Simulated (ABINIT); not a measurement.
LiH (Fm-3m): how ε∞ follows the gap

The empty bands of LiH (Fm-3m) are shifted up rigidly by Δ, and ε∞ is computed for each shift.

Cell: a, b, c = 2.880, 2.880, 2.880 Å (primitive vectors), 2 atoms.

Method: ABINIT 10.8.3, PBE, independent particles, k-mesh 14×14×14, Lorentzian half width 0.04 eV.

Launch of the response step: `optic optic.abi`. The series took 13 s in all, its band step included, on 4 threads of Arm Neoverse V2, with other jobs on the host.

| Δ (eV) | ε∞ |
| --- | --- |
| 0.00 | 4.338 |
| 0.40 | 4.114 |
| 0.80 | 3.920 |
| 1.20 | 3.752 |
| 1.60 | ? |
| 2.00 | 3.471 |

With one effective transition at E₀ and fixed dipole strength, ε∞ − 1 = A/(E₀ + Δ), so 1/(ε∞ − 1) is linear in Δ.

Working, on the rows shown:

| x = Δ (eV) | y = 1/(ε∞ − 1) |
| --- | --- |
| 0 | 0.299581 |
| 0.4 | 0.32113 |
| 0.8 | 0.342466 |
| 1.2 | 0.363372 |
| 2 | 0.404694 |

Means: x̄ = 0.88, ȳ = 0.34625. Σ(x − x̄)(y − ȳ) = 0.1244, Σ(x − x̄)² = 2.368. Slope = 0.1244 / 2.368 = 0.05252; intercept = ȳ − slope · x̄ = 0.30003. Turned back into ε∞, the line misses the rows shown by at most 0.005.

Fill in the last column of the withheld row.

At x = 1.6 the line gives y = 0.38406, that is 3.604. The run gave 3.603, so the interpolation is off by 0.00074, 0.1 % of the range in the table.

Refitted with all rows, the slope is 0.05254 and the intercept 0.30003. These give E₀ = intercept/slope = 5.7 eV, far above the least direct gap of 3.02 eV: most of the screening comes from transitions well over the edge. Over the first step ε∞ falls by 13 % per eV. The cell comes from an older database entry, whose edges can be off by a per cent or so. Excitons are left out and so are local fields; PBE gaps are as a rule too small. The values come from a sum over the points of one k-mesh and carry its error, which grows as the direct gap shrinks.
